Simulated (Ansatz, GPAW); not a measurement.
# Cutoff, mesh and smearing for a 8-layer slab of Ca(100), part 2 of 2

Aim: the settings at which the work function of a 8-layer slab of Ca(100) stops moving.

GPAW 26.7.0 and Ansatz 0.2.0; Ansatz plane waves; slab in vacuum with a dipole correction, relaxation (the session's first sound run).

So far, upper work function (eV): step 2 (relaxing the atoms) 2.77.

## 3. The slab's potential

With the geometry fixed, the planar mean of the potential gives the vacuum level on each side.

This step: GPAW, PAW setups; slab in vacuum (GPAW 26.7.0).

run.py

```python
import json
import numpy as np
from ase import Atoms
from gpaw import GPAW, PW

slab = Atoms(
    ['Ca', 'Ca', 'Ca', 'Ca', 'Ca', 'Ca', 'Ca', 'Ca'],
    positions=[
        [1.97283, 1.97283, 7.00000],
        [0.00000, 0.00000, 9.79000],
        [1.97283, 1.97283, 12.58000],
        [0.00000, 0.00000, 15.37000],
        [1.97283, 1.97283, 18.09386],
        [-0.00000, 0.00000, 20.82038],
        [1.97283, 1.97283, 23.53107],
        [-0.00000, 0.00000, 26.18670]],
    cell=[[3.94566, 0.0, 0.0], [0.0, 3.94566, 0.0], [0.0, 0.0, 33.53]],
    pbc=[True, True, False])

slab.calc = GPAW(mode=PW(400), xc='PBE', kpts={'size': (8, 8, 1), 'gamma': True},
                 occupations={'name': 'fermi-dirac', 'width': 0.1}, nbands='140%',
                 convergence={'density': 1e-05}, maxiter=200,
                 poissonsolver={'dipolelayer': 'xy'},
                 symmetry={'tolerance': 1e-3}, txt='slab.txt')
result = {}
energy = slab.get_potential_energy()
fermi = slab.calc.get_fermi_level()
v = slab.calc.get_electrostatic_potential().mean((0, 1)) - fermi
n = slab.calc.get_pseudo_density().mean((0, 1))
L = slab.cell[2, 2]
z = np.arange(len(v)) * L / len(v)
low, high = slab.positions[:, 2].min(), slab.positions[:, 2].max()
below, above = np.interp([low - 4.8, high + 4.8], z, v)
slopes = [np.interp(x, z, np.gradient(v, z)) for x in (low - 4.8, high + 4.8)]
eps = np.array([[slab.calc.get_eigenvalues(k, s) for k in range(len(slab.calc.get_ibz_k_points()))]
                for s in range(slab.calc.get_number_of_spins())]) - fermi
top, bottom = eps[eps < 0].max(), eps[eps > 0].min()
dipole = slab.get_dipole_moment()[2]
print(f'energy {energy:.4f} eV, Fermi level {fermi:.4f} eV, dipole {dipole:.5f} e A')
print(f'potential 4.8 A off the faces, from the Fermi level: lower {below:.4f} eV, upper {above:.4f} eV')
print(f'slope of the potential there: lower {slopes[0]:.5f}, upper {slopes[1]:.5f} eV/A')
print(f'nearest levels on the mesh: {top:.4f} and {bottom:.4f} eV')
print('magnetic moment', round(slab.get_magnetic_moment(), 3))
result.update(energy=energy, fermi=fermi, dipole=dipole, below=below, above=above, slopes=slopes, edges=[top, bottom],
              z=z.tolist(), v=v.tolist(), n=n.tolist(), positions=slab.positions.tolist(),
              forces=slab.get_forces(apply_constraint=False).tolist(), moments=slab.get_magnetic_moments().tolist())
json.dump(result, open('result.json', 'w'))
```

Started as:

```bash
$ OMP_NUM_THREADS=1 OPENBLAS_NUM_THREADS=1 python run.py
```

The program printed:

```text
energy -15.2044 eV, Fermi level 1.2552 eV, dipole 0.00138 e A
potential 4.8 A off the faces, from the Fermi level: lower 2.7873 eV, upper 2.7711 eV
slope of the potential there: lower -0.00580, upper 0.00583 eV/A
nearest levels on the mesh: -0.0097 and 0.0094 eV
magnetic moment 0.0
```

Wall time 3.1 min (1 thread of Intel Xeon 6975P-C (Granite Rapids), shared host); peak memory 0.4 GiB.

Numbers from this step:

| Item | Value |
| --- | --- |
| dipole along the normal | 0.001376 e·Å |
| levels nearest the Fermi level on the mesh | -0.009695, 0.009395 eV from the Fermi level |
| upper work function | 2.771 eV |
| lower work function | 2.787 eV |

The electrostatic potential energy of an electron (without an applied field's), less the Fermi level, planar mean oscillates, so the rows of the table below give means over windows of 2.72 Å about each position, cut where the curve ends. Its maxima inside the range that stand out by 2 % of the span (Å: eV): 8.4: 0.807, 11.2: 0.743, 13.9: 0.731, 16.8: 0.574, 19.5: 0.565, 22.2: 0.523, 24.8: 0.444. Its minima: 7.0: -9.92, 9.7: -9.52, 12.7: -9.30, 15.4: -9.57, 18.1: -9.55, 20.7: -9.40, 23.6: -9.45, 26.2: -9.90.

Table of electrostatic potential energy of an electron (without an applied field's), less the Fermi level, planar mean by z; means over each step:

```csv
z (Å),"electrostatic potential energy of an electron (without an applied field's), less the Fermi level, planar mean (eV)"
1.36,2.79
4.08,2.52
6.80,-3.44
9.52,-3.22
12.24,-3.24
14.96,-3.25
17.68,-3.30
20.40,-3.29
23.12,-3.29
25.84,-3.54
28.56,2.10
31.28,2.77
```

The pseudo valence density, planar mean oscillates, so the rows of the table below give means over windows of 2.72 Å about each position, cut where the curve ends. Its maxima inside the range that stand out by 2 % of the span (Å: e/Å³): 6.9: 0.594, 9.8: 0.603, 12.6: 0.613, 15.3: 0.600, 18.0: 0.601, 20.7: 0.600, 23.5: 0.605, 26.2: 0.614. Its minima: 8.4: 0.0555, 11.1: 0.0539, 14.0: 0.0538, 16.8: 0.0560, 19.5: 0.0556, 22.2: 0.0559, 24.9: 0.0611.

Table of pseudo valence density, planar mean by z; means over each step:

```csv
z (Å),"pseudo valence density, planar mean (e/Å³)"
1.36,3.3e-5
4.08,0.00432
6.80,0.227
9.52,0.235
12.24,0.234
14.96,0.235
17.68,0.236
20.40,0.236
23.12,0.237
25.84,0.235
28.56,0.0103
31.28,9.5e-5
```

Force by atom:

```csv
atom,x (eV/Å),y (eV/Å),z (eV/Å),size
Ca1,0.000,0.000,0.121,0.121
Ca2,0.000,0.000,-0.074,0.074
Ca3,0.000,0.000,-0.002,0.002
Ca4,0.000,0.000,-0.053,0.053
Ca5,0.000,0.000,0.004,0.004
Ca6,0.000,0.000,-0.007,0.007
Ca7,0.000,0.000,0.004,0.004
Ca8,0.000,0.000,0.007,0.007
```

The potential is flat to 0.006 eV/Å where it is read, so the vacuum is wide enough. The geometry is the other program's minimum; here the largest force on a free atom is 0.0071 eV/Å.

## 4. Cutoff 200

The cutoff limits how sharply the smooth valence waves can vary, which tells mostly near the atoms.

run.py, as its differences from that of step 3:

```diff
@@ -19,3 +19,3 @@
 
-slab.calc = GPAW(mode=PW(400), xc='PBE', kpts={'size': (8, 8, 1), 'gamma': True},
+slab.calc = GPAW(mode=PW(200), xc='PBE', kpts={'size': (8, 8, 1), 'gamma': True},
                  occupations={'name': 'fermi-dirac', 'width': 0.1}, nbands='140%',
```

The program printed:

```text
energy -10.2196 eV, Fermi level 1.3081 eV, dipole 0.00155 e A
potential 4.8 A off the faces, from the Fermi level: lower 2.8111 eV, upper 2.7980 eV
slope of the potential there: lower -0.00598, upper 0.00607 eV/A
nearest levels on the mesh: -0.0216 and 0.0151 eV
magnetic moment 0.0
```

It took 1.8 min on 1 thread; peak memory 0.22 GiB.

The run finished. A setting was moved off its sound value on purpose, so it serves as a test and not as the result.

The fault put into the input: a cutoff under that of the base run: the energy of the cell lies 5.0 eV from the base value (ecut = 200).

The two runs compared:

```csv
quantity,this run,sound run,difference
upper work function (eV),2.7980,2.7711,0.0269
lower work function (eV),2.8111,2.7873,0.0238
```

## 5. Cutoff 300

The cutoff limits how sharply the smooth valence waves can vary, which tells mostly near the atoms.

run.py, as its differences from that of step 4:

```diff
@@ -19,3 +19,3 @@
 
-slab.calc = GPAW(mode=PW(200), xc='PBE', kpts={'size': (8, 8, 1), 'gamma': True},
+slab.calc = GPAW(mode=PW(300), xc='PBE', kpts={'size': (8, 8, 1), 'gamma': True},
                  occupations={'name': 'fermi-dirac', 'width': 0.1}, nbands='140%',
```

The program printed:

```text
energy -13.7512 eV, Fermi level 1.2593 eV, dipole 0.00148 e A
potential 4.8 A off the faces, from the Fermi level: lower 2.7896 eV, upper 2.7738 eV
slope of the potential there: lower -0.00584, upper 0.00608 eV/A
nearest levels on the mesh: -0.0095 and 0.0089 eV
magnetic moment 0.0
```

It took 1.8 min on 1 thread; peak memory 0.29 GiB.

The run finished. A setting was moved off its sound value on purpose, so it serves as a test and not as the result.

The fault put into the input: a cutoff under that of the base run: the energy of the cell lies 1.5 eV from the base value (ecut = 300).

The two runs compared:

```csv
quantity,this run,sound run,difference
upper work function (eV),2.7738,2.7711,0.00269
lower work function (eV),2.7896,2.7873,0.00228
```

## 6. Cutoff 700: ecut = 700

The cutoff limits how sharply the smooth valence waves can vary, which tells mostly near the atoms.

run.py, as its differences from that of step 5:

```diff
@@ -19,3 +19,3 @@
 
-slab.calc = GPAW(mode=PW(300), xc='PBE', kpts={'size': (8, 8, 1), 'gamma': True},
+slab.calc = GPAW(mode=PW(700), xc='PBE', kpts={'size': (8, 8, 1), 'gamma': True},
                  occupations={'name': 'fermi-dirac', 'width': 0.1}, nbands='140%',
```

The program printed:

```text
energy -15.4360 eV, Fermi level 1.2555 eV, dipole 0.00138 e A
potential 4.8 A off the faces, from the Fermi level: lower 2.7877 eV, upper 2.7718 eV
slope of the potential there: lower -0.00575, upper 0.00576 eV/A
nearest levels on the mesh: -0.0098 and 0.0096 eV
magnetic moment 0.0
```

Wall time 8.4 min (1 thread); peak memory 0.77 GiB.

This step gave:

```
dipole along the normal                    : 0.001383 e·Å
levels nearest the Fermi level on the mesh : -0.009819, 0.009641 eV from the Fermi level
upper work function                        : 2.772 eV
lower work function                        : 2.788 eV
```

The electrostatic potential energy of an electron (without an applied field's), less the Fermi level, planar mean oscillates, so the rows of the table below give means over windows of 2.75 Å about each position, cut where the curve ends. Its maxima inside the range that stand out by 2 % of the span (Å: eV): 8.4: 0.805, 11.2: 0.745, 14.0: 0.737, 16.8: 0.573, 19.5: 0.567, 22.1: 0.508, 24.8: 0.442. Its minima: 7.0: -9.91, 9.8: -9.57, 12.6: -9.59, 15.4: -9.56, 18.1: -9.56, 20.8: -9.58, 23.5: -9.40, 26.2: -9.90.

The electrostatic potential energy of an electron (without an applied field's), less the Fermi level, planar mean by z; means over each step:

```csv
z (Å),"electrostatic potential energy of an electron (without an applied field's), less the Fermi level, planar mean (eV)"
1.38,2.79
4.12,2.49
6.88,-3.41
9.62,-3.18
12.38,-3.22
15.12,-3.23
17.88,-3.26
20.62,-3.26
23.38,-3.24
26.12,-3.47
28.88,2.37
31.62,2.77
```

The pseudo valence density, planar mean oscillates, so the rows of the table below give means over windows of 2.71 Å about each position, cut where the curve ends. Its maxima inside the range that stand out by 2 % of the span (Å: e/Å³): 7.0: 0.611, 9.7: 0.606, 12.6: 0.610, 15.3: 0.609, 18.0: 0.607, 20.8: 0.604, 23.5: 0.605, 26.2: 0.614. Its minima: 8.5: 0.0556, 11.2: 0.0535, 14.1: 0.0538, 16.8: 0.0560, 19.5: 0.0555, 22.2: 0.0558, 24.9: 0.0606.

Pseudo valence density, planar mean against z; means over each step:

```csv
z (Å),"pseudo valence density, planar mean (e/Å³)"
1.35,3.2e-5
4.06,0.00419
6.77,0.227
9.48,0.236
12.19,0.235
14.90,0.235
17.61,0.237
20.32,0.237
23.03,0.237
25.74,0.237
28.45,0.0123
31.16,1.2e-4
```

Force by atom:

```csv
atom,x (eV/Å),y (eV/Å),z (eV/Å),size
Ca1,0.000,0.000,0.120,0.120
Ca2,0.000,0.000,-0.074,0.074
Ca3,0.000,0.000,-0.002,0.002
Ca4,0.000,0.000,-0.053,0.053
Ca5,0.000,0.000,0.004,0.004
Ca6,0.000,0.000,-0.007,0.007
Ca7,0.000,0.000,0.004,0.004
Ca8,0.000,0.000,0.008,0.008
```

The upper face's work function is 2.772 eV, against 2.771 eV in the first plane-wave PBE run at this geometry.

## 7. K mesh 3×3

The mesh in the plane samples the bands: a metal's Fermi level needs it dense, and band edges must lie on it.

run.py, as its differences from that of step 6:

```diff
@@ -19,3 +19,3 @@
 
-slab.calc = GPAW(mode=PW(700), xc='PBE', kpts={'size': (8, 8, 1), 'gamma': True},
+slab.calc = GPAW(mode=PW(400), xc='PBE', kpts={'size': (3, 3, 1), 'gamma': True},
                  occupations={'name': 'fermi-dirac', 'width': 0.1}, nbands='140%',
```

The program printed:

```text
energy -15.0089 eV, Fermi level 1.2987 eV, dipole 0.00179 e A
potential 4.8 A off the faces, from the Fermi level: lower 2.7805 eV, upper 2.7595 eV
slope of the potential there: lower -0.00555, upper 0.00549 eV/A
nearest levels on the mesh: -0.0256 and 0.0425 eV
magnetic moment 0.0
```

It took 93 s on 1 thread; peak memory 0.28 GiB.

The run finished with changed settings (kpts = [3, 3]); it serves as a test.

Side by side:

```csv
quantity,this run,sound run,difference
upper work function (eV),2.7595,2.7711,-0.0116
lower work function (eV),2.7805,2.7873,-0.00680
```

## 8. K mesh 5×5

The mesh in the plane samples the bands: a metal's Fermi level needs it dense, and band edges must lie on it.

run.py, as its differences from that of step 7:

```diff
@@ -19,3 +19,3 @@
 
-slab.calc = GPAW(mode=PW(400), xc='PBE', kpts={'size': (3, 3, 1), 'gamma': True},
+slab.calc = GPAW(mode=PW(400), xc='PBE', kpts={'size': (5, 5, 1), 'gamma': True},
                  occupations={'name': 'fermi-dirac', 'width': 0.1}, nbands='140%',
```

The program printed:

```text
energy -15.1946 eV, Fermi level 1.2364 eV, dipole 0.00133 e A
potential 4.8 A off the faces, from the Fermi level: lower 2.7948 eV, upper 2.7791 eV
slope of the potential there: lower -0.00581, upper 0.00584 eV/A
nearest levels on the mesh: -0.0070 and 0.0142 eV
magnetic moment 0.0
```

Run time: 97 s. Hardware: 1 thread; peak memory 0.31 GiB.

The run finished with changed settings (kpts = [5, 5]); it serves as a test.

The two runs compared:

```csv
quantity,this run,sound run,difference
upper work function (eV),2.7791,2.7711,0.00801
lower work function (eV),2.7948,2.7873,0.00749
```

## 9. K mesh 12×12: kpts = [12, 12]

The mesh in the plane samples the bands: a metal's Fermi level needs it dense, and band edges must lie on it.

run.py, as its differences from that of step 8:

```diff
@@ -19,3 +19,3 @@
 
-slab.calc = GPAW(mode=PW(400), xc='PBE', kpts={'size': (5, 5, 1), 'gamma': True},
+slab.calc = GPAW(mode=PW(400), xc='PBE', kpts={'size': (12, 12, 1), 'gamma': True},
                  occupations={'name': 'fermi-dirac', 'width': 0.1}, nbands='140%',
```

The program printed:

```text
energy -15.2042 eV, Fermi level 1.2584 eV, dipole 0.00144 e A
potential 4.8 A off the faces, from the Fermi level: lower 2.7865 eV, upper 2.7695 eV
slope of the potential there: lower -0.00579, upper 0.00582 eV/A
nearest levels on the mesh: -0.0025 and 0.0183 eV
magnetic moment 0.0
```

It took 7.4 min on 1 thread; peak memory 0.54 GiB.

This step gave:

| Item | Value |
| --- | --- |
| dipole along the normal | 0.001441 e·Å |
| levels nearest the Fermi level on the mesh | -0.002544, 0.01826 eV from the Fermi level |
| upper work function | 2.769 eV |
| lower work function | 2.786 eV |

The electrostatic potential energy of an electron (without an applied field's), less the Fermi level, planar mean oscillates, so the rows of the table below give means over windows of 2.72 Å about each position, cut where the curve ends. Its maxima inside the range that stand out by 2 % of the span (Å: eV): 8.4: 0.804, 11.2: 0.732, 13.9: 0.732, 16.8: 0.562, 19.5: 0.566, 22.2: 0.513, 24.8: 0.440. Its minima: 7.0: -9.92, 9.7: -9.53, 12.7: -9.31, 15.4: -9.57, 18.1: -9.55, 20.7: -9.41, 23.6: -9.46, 26.2: -9.90.

Table of electrostatic potential energy of an electron (without an applied field's), less the Fermi level, planar mean by z; means over each step:

```csv
z (Å),"electrostatic potential energy of an electron (without an applied field's), less the Fermi level, planar mean (eV)"
1.36,2.79
4.08,2.52
6.80,-3.44
9.52,-3.22
12.24,-3.25
14.96,-3.25
17.68,-3.31
20.40,-3.29
23.12,-3.29
25.84,-3.54
28.56,2.10
31.28,2.77
```

The upper face's work function is 2.769 eV, against 2.771 eV in the first plane-wave PBE run at this geometry.

## 10. Scheme Methfessel-Paxton of order 0 (Gaussian), smearing 0.2

Smearing changes the occupations near the Fermi level, and with them the level itself. Smearing helps the SCF of a metal converge, but it blurs occupations at band edges near the Fermi level.

run.py, as its differences from that of step 9:

```diff
@@ -19,4 +19,4 @@
 
-slab.calc = GPAW(mode=PW(400), xc='PBE', kpts={'size': (12, 12, 1), 'gamma': True},
-                 occupations={'name': 'fermi-dirac', 'width': 0.1}, nbands='140%',
+slab.calc = GPAW(mode=PW(400), xc='PBE', kpts={'size': (8, 8, 1), 'gamma': True},
+                 occupations={'name': 'methfessel-paxton', 'width': 0.2}, nbands='140%',
                  convergence={'density': 1e-05}, maxiter=200,
```

The program printed:

```text
energy -15.2024 eV, Fermi level 1.2579 eV, dipole 0.00121 e A
potential 4.8 A off the faces, from the Fermi level: lower 2.7789 eV, upper 2.7646 eV
slope of the potential there: lower -0.00567, upper 0.00573 eV/A
nearest levels on the mesh: -0.0113 and 0.0079 eV
magnetic moment 0.0
```

The job ended after 3.8 min (1 thread; peak memory 0.4 GiB).

Numbers from this step:

| Item | Value |
| --- | --- |
| dipole along the normal | 0.001208 e·Å |
| levels nearest the Fermi level on the mesh | -0.01131, 0.007882 eV from the Fermi level |
| upper work function | 2.765 eV |
| lower work function | 2.779 eV |

The upper face's work function is 2.765 eV, against 2.771 eV in the first plane-wave PBE run at this geometry.

## 11. The ladder

Times are for 1 thread of Intel Xeon 6975P-C (Granite Rapids), shared host. The series side by side:

```csv
no.,run,upper work function (eV),lower work function (eV),time,memory (GiB)
1,pw,2.771,2.787,3.1 min,0.4
2,cutoff 700,2.772,2.788,8.4 min,0.77
3,k mesh 12×12,2.769,2.786,7.4 min,0.54
4,"scheme Methfessel-Paxton of order 0 (Gaussian), smearing 0.2",2.765,2.779,3.8 min,0.4
```

## 12. Without the dipole layer

The dipole layer is taken out and the cell repeats along the normal.

run.py, as its differences from that of step 10:

```diff
@@ -17,8 +17,7 @@
     cell=[[3.94566, 0.0, 0.0], [0.0, 3.94566, 0.0], [0.0, 0.0, 33.53]],
-    pbc=[True, True, False])
+    pbc=[True, True, True])
 
 slab.calc = GPAW(mode=PW(400), xc='PBE', kpts={'size': (8, 8, 1), 'gamma': True},
-                 occupations={'name': 'methfessel-paxton', 'width': 0.2}, nbands='140%',
+                 occupations={'name': 'fermi-dirac', 'width': 0.1}, nbands='140%',
                  convergence={'density': 1e-05}, maxiter=200,
-                 poissonsolver={'dipolelayer': 'xy'},
                  symmetry={'tolerance': 1e-3}, txt='slab.txt')
```

The program printed:

```text
energy -15.2044 eV, Fermi level 1.2551 eV, dipole 0.00495 e A
potential 4.8 A off the faces, from the Fermi level: lower 2.7833 eV, upper 2.7750 eV
slope of the potential there: lower -0.00410, upper 0.00751 eV/A
nearest levels on the mesh: -0.0097 and 0.0094 eV
magnetic moment 0.0
```

Wall time 3.1 min (1 thread); peak memory 0.4 GiB.

The run finished with changed settings (dipole = false and pbc_z = true); it serves as a test.

The two runs compared:

```csv
quantity,this run,sound run,difference
dipole along the normal (e·Å),0.0049456,0.0013759,0.00357
upper work function (eV),2.7750,2.7711,0.00396
lower work function (eV),2.7833,2.7873,-0.00407
```

## 13. Side by side

Results and costs are gathered.

This step: comparison of work functions, dipole and cost (GPAW 26.7.0).

Ladder, by row:

```csv
step,code,"work function, upper (eV)","work function, lower (eV)",dipole (e Å),wall time (s),peak memory (GiB),threads
pw,GPAW,2.771,2.787,0.001376,187.6,0.4,1
ecut200,GPAW,2.798,2.811,0.001549,106.5,0.22,1
ecut300,GPAW,2.774,2.79,0.001477,108.1,0.29,1
ecut700,GPAW,2.772,2.788,0.001383,501.4,0.77,1
k3,GPAW,2.759,2.781,0.001791,93.34,0.28,1
k5,GPAW,2.779,2.795,0.001331,97.13,0.31,1
k12,GPAW,2.769,2.786,0.001441,445.8,0.54,1
smear,GPAW,2.765,2.779,0.001208,228.1,0.4,1
nodip,GPAW,2.775,2.783,0.004946,187.8,0.4,1
```

## 14. Results

```json
{
  "work function, upper and lower face": "2.771 and 2.787 eV",
  "dipole along the normal": "0.00138 e Å"
}
```

**Reading.** With plane waves and PBE the work function is 2.77 eV on the upper face and 2.79 eV on the lower. The measured value for polycrystalline Ca, which weights the faces of low work function, is 2.87 eV (as compiled in "Anisotropic work function of elemental crystals", 2019, arxiv:1902.07811); the relaxed upper face lies 0.099 eV under it with PBE. Measured work functions scatter by a tenth of an eV or more between methods. The other smearing (Gaussian of 0.2 eV in place of Fermi-Dirac of 0.1) moves the two faces by -0.0064 and -0.0084 eV on the same mesh; a mesh is converged only for its smearing. Over the sound runs of the table the upper face's work function spans 2.765 (smear) to 2.772 eV (ecut700). The small printed dipole stands for a step of -16 meV from the lower to the upper face, and the probes find -16 meV; values this small are near the numerical noise of both. The in-plane lattice was kept as typed, which isn't the functional's own and leaves some strain; spin-orbit coupling and temperature are left out.

[Logs are printed without paths, hosts, clocks, repeated set-up lines and the standing remarks that a program may print on its own settings, such as how far it seeks lower states.]

[Hosts, paths, dates, database ids (printed as entryN), source tags and the programs' standing remarks are cut or masked in the printed files.]
